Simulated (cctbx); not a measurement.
**A disordered crystal of nominal CaHoB**

Cell a = 7.3570 Å, b = 7.3570 Å, c = 4.3970 Å, α = 90.00°, β = 90.00°, γ = 120.00°; space group P-62m (no. 189); nominal formula CaHoB.

The data are simulated with cctbx, not measured: Mo Kα, λ = 0.71073 Å, to d = 0.84 Å, 50 % of the full sphere, strongest reflection 40000 counts, noise from counting, a 3 % proportional error and a noise floor of 2 counts (s.d.); no absorption.

With every site full:

```text
Rint 0.022, 158 unique reflections to 0.84 A
cycle     R1     wR2    GooF  max shift (A)
   1  0.0791  0.2000  11.983   0.00343
   2  0.0123  0.0338   2.026   0.00003
final R1 0.0123 wR2 0.0338 GooF 2.026  parameters 12  data/parameter 13.2
atom        x        y        z      Ueq    occ   su(xyz)  su(Uiso or U11)
Ho1    0.00000  0.42340  0.00000   0.0095  1.000  0.00006  0.0002
Ca1    0.00000  0.76316  0.50000   0.0284  1.000  0.00041  0.0014
B1     0.00000  0.00000  0.00000   0.0235  1.000  0.00000  0.0067
B2     0.33333  0.66667  0.50000   0.0287  1.000  0.00000  0.0059
difference map: max 0.80 min -1.07 rms 0.18
Q1    0.0000  0.5682  0.5000    3    0.83  1.43 A from Ca1
Q2    0.0000  0.2724  0.5000    3    0.50  1.89 A from Ca1
Q3    0.1280  0.5827  0.5000    6    0.43  1.32 A from B2
Q4    0.0000  0.9180  0.0000    3    0.41  0.60 A from B1
Q5    0.0833  0.6667  0.5000    6    0.35  1.15 A from Ca1
Q6    0.0000  0.5492  0.0000    3    0.29  0.93 A from Ho1
```

With the occupancies of the suspect sites free, each still typed as its main element:

```text
Rint 0.022, 158 unique reflections to 0.84 A
cycle     R1     wR2    GooF  max shift (A)
   1  0.0391  0.1339   8.051   0.00034
  11  0.0070  0.0161   0.970   0.00003
final R1 0.0069 wR2 0.0161 GooF 0.968  parameters 13  data/parameter 12.2
atom        x        y        z      Ueq    occ   su(xyz)  su(Uiso or U11)
Ho1    0.00000  0.42341  0.00000   0.0095  1.000  0.00003  0.0001
Ca1    0.00000  0.76293  0.50000   0.0172  0.858  0.00018  0.0008
B1     0.00000  0.00000  0.00000   0.0219  1.000  0.00000  0.0032
B2     0.33333  0.66667  0.50000   0.0265  1.000  0.00000  0.0026
su of occupancy Ca1: 0.006
difference map: max 0.64 min -0.46 rms 0.08
Q1    0.0000  0.0000  0.5000    1    0.64  1.74 A from Ca1
Q2    0.0000  0.5837  0.5000    3    0.52  1.32 A from Ca1
Q3    0.1570  0.5853  0.5000    6    0.29  1.12 A from B2
Q4    0.0000  0.1728  0.0000    3    0.25  1.27 A from B1
Q5    0.0000  0.8804  0.5000    3    0.24  0.86 A from Ca1
Q6    0.0000  0.9076  0.0000    3    0.23  0.68 A from B1
```

**Question.** What is the disorder?

X-rays count electrons. Ca1 refines to 0.858(0.006), or 17.2 electrons; the site truly holds 0.85 Ca, 17.0 electrons, which is 0.850 of Ca. A value under 1 can't tell vacancies from a lighter guest, and one over 1 needs a heavier guest; chemistry or a second radiation must settle which. Occupancy correlates with U and the scale, so the match is approximate.

Freeing them takes R1 from 0.0123 to 0.0069 and GooF from 2.03 to 0.97.

The model was made for the exercise: a known structure type with other elements put in, its volume estimated, not relaxed; displacement parameters are assumed.

[Middle refinement cycles are left out of these outputs.]

[Logs are printed without paths, hosts, clocks, repeated set-up lines and the standing remarks that a program may print on its own settings, such as how far it seeks lower states.]
